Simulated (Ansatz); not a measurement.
# V wire along [111], 7 atoms a period: bands along the axis, part 2 of 2

Wanted: the relaxed geometry and the bands of the V wire along [111], 7 atoms a period.

Ansatz 0.2.0; DFT PBE, plane waves, PAW; relaxation of a wire's period; PAW set soft_1 (the session's first sound run).

So far: The structure; Relaxation of atoms and period.

## (2) Relaxation of atoms and period (continued)

Step by step:

```csv
step,energy less that of the first step (eV),largest force component (eV/Å),pressure (GPa),volume (Å³)
1,0.0000,1.3442,-5.16,333.62
2,-0.7286,0.5189,1.42,319.84
3,-0.8065,0.0918,-0.52,321.18
4,-0.8136,0.0144,-0.18,319.73
5,-0.8160,0.0206,-0.08,318.10
6,-0.8161,0.0178,-0.08,317.86
7*,-0.8119,0.0186,-0.07,317.86
```

Relaxation steps marked * repeat the geometry before them on a plane-wave basis chosen anew for their cell, so energy and pressure can jump there.

Forces are held to the 4 operations that the run works with; a distortion that breaks them can't arise in this run.

```csv
cell as run,before,after,change
c (Å),2.589,2.467,-4.7 %
```

The atoms that moved most (Å, along periodic axes as changes of fractional coordinates times the final cell, across vacuum about the mean position):

```csv
atom,dx,dy,dz,length
V3,0.000,-0.128,-0.024,0.130
V6,0.000,0.128,0.024,0.130
V4,-0.090,0.063,-0.001,0.110
V7,-0.090,-0.063,0.001,0.110
V2,0.090,0.063,-0.001,0.110
V5,0.090,-0.063,0.001,0.110
```

Numbers from this step:

- energy at zero smearing: -20377.7976 eV
- cell length along the wire: 2.467 Å

The cell's length comes to 2.467 Å with spin left out.

## (3) The wire at its relaxed period

This step: DFT PBE, plane waves, PAW; bands of a perfect wire; PAW set soft_1 (Ansatz 0.2.0).

At the relaxed period the bands are computed along the axis; those that cross an energy going forward count the channels that a perfect wire would open there.

Contents of input.yaml:

```yaml
crystal:
  lattice:
    - [11.028, 0.0, 0.0]
    - [0.0, 11.683, 0.0]
    - [0.0, 0.0, 2.467108662]
  atoms:
    - { symbol: V, position: [0.500022604, 0.499985002, 0.0] }
    - { symbol: V, position: [0.316473384, 0.40086047, 0.332911849] }
    - { symbol: V, position: [0.500022604, 0.697977534, 0.323650253] }
    - { symbol: V, position: [0.683571824, 0.40086047, 0.332911849] }
    - { symbol: V, position: [0.316473384, 0.599109534, 0.667088151] }
    - { symbol: V, position: [0.500022604, 0.30199247, 0.676349747] }
    - { symbol: V, position: [0.683571824, 0.599109534, 0.667088151] }
kpoints:
  mp_grid: { grid: [1, 1, 33] }
  band_path: { path: ["Γ", Z], npoints: 90 }
scf:
  occupations: { method: fermi_dirac, width: 0.05 }
hamiltonian:
  xc: pbe
  pseudopotentials: { kind: paw, azcp: { folder: soft_1 } }
output:
  dos: { e_range: [-5, 4] }
  write_potential: true
  write_density: true
  volumetric_format: npy
```

Started as:

```sh
> ansatz run input.yaml --threads 4 --pin off --max-ram 16384MiB --backend cpu --events-out ev --progress --plain --runs-dir out
```

Numbers of over 12 decimals in the logs are rounded to 6 here.

The program printed:

```text
[...]
Crystal: 7 atoms, lattice volume = 317.863 Å³
Basis set: ecut = 420 eV, 6203 PW (Γ)
Bands: 55, of which v1, the nominal top of the filled ones, is band 46 counted from 1 (45 counted from 0)
Symmetry: 4 space group operations
[...]
k-points: 17 of 33
[...]
SCF iter   1: F=—  HF=-20392.626065 eV  |F-HF|=—  |Δ(HF+E_count)|=         —  Δρ=7.58e-2  dr2=1.08e2  ethr=3.10e-3  ⟨swp⟩=10.0  Hψ=4302  notcnv=0
[...]
SCF iter  13: F=-20377.855422 eV  HF=-20377.855422 eV  |F-HF|=9.29e-9  |Δ(HF+E_count)|=   2.08e-7  Δρ=3.79e-6  dr2=5.51e-8  ethr=1.10e-10  ⟨swp⟩=11.3  Hψ=3640  notcnv=0
SCF 1 converged in 13 iterations: F = -20377.855422 eV  dr2 = 5.51e-8
[...]
NSCF: frozen V_eff on 91 k-points
WARN: The output density's exchange-correlation potential varies sharply where the density is thin. Do not read a vacuum level from v_tot or v_xc, or from such a field of the output density. On a cell that repeats whose density bears no net charge and no dipole along the vacuum's axis use v_es (v_loc + v_h of the components); under efield.dipole_correction with no amplitude use v_es + v_field, which holds any externa [...]
SCF converged after 13 iterations
Free energy (F): -20377.855422 eV
[...]
Internal energy: -20377.739681 eV  (E = F + TS)
E sigma→0 (E₀):  -20377.797551 eV
Entropy (-TS):   -0.115740 eV (-16.534 meV/atom)
Fermi energy:    2.590927 eV
[...]
--- Band table (eV; the first three rows and the last of 17) ---
  k-point 0: bands = [... 42 lower, 1.7163, 1.8943, 2.0234, 2.0587, 2.7262, 2.7899, 2.8153, 2.8694, ... 5 higher]
  k-point 1: bands = [... 42 lower, 1.7054, 1.9165, 2.0359, 2.0816, 2.7072, 2.7687, 2.8177, 2.8728, ... 5 higher]
  k-point 2: bands = [... 42 lower, 1.6845, 1.9746, 2.0729, 2.1498, 2.6590, 2.7169, 2.8158, 2.8433, ... 5 higher]
  k-point 16: bands = [... 42 lower, 2.3147, 2.9511, 3.1708, 3.1786, 3.2131, 3.2337, 3.3791, 3.5310, ... 5 higher]
```

Elapsed: 25 s, on 4 threads of Arm Neoverse V2, shared host; peak memory 1.1 GiB; 95 s of CPU time.

Numbers from this step:

- band gap: 0 eV

Electronic bands along the path, in eV, zero at the Fermi level:

```
  point  band 43  band 44  band 45  band 46  band 47  band 48  band 49  band 50
      Γ    -0.87    -0.70    -0.57    -0.53     0.14     0.20     0.22     0.28
halfway    -0.63    -0.31    -0.29    -0.27     0.03     0.04     0.05     0.29
      Z    -0.27     0.37     0.58     0.59     0.63     0.65     0.78     0.95
```

Between Γ and Z the bands cross the Fermi level 7 times, so a perfect wire would conduct at least 7 G₀, with spin left out.

## (4) Outcome

| Quantity | Value |
| --- | --- |
| cell length, PBE | 2.467 Å |
| ballistic conductance by band crossings, a lower bound, PBE | 7 G₀ |

**Reading.** Under PBE the cell's length is 2.47 Å, and the bands cross the Fermi level 7 times between Γ and Z, which gives a perfect wire at least 7 G₀ (opposite crossings within one step of the path cancel in such a count). No spin was allowed, though thin wires with open d shells can turn magnetic.

[Logs are printed without paths, hosts, clocks, repeated set-up lines and the standing remarks that a program may print on its own settings, such as how far it seeks lower states.]

[Hosts, paths, dates, database ids (printed as entryN), source tags and the programs' standing remarks are cut or masked in the printed files.]
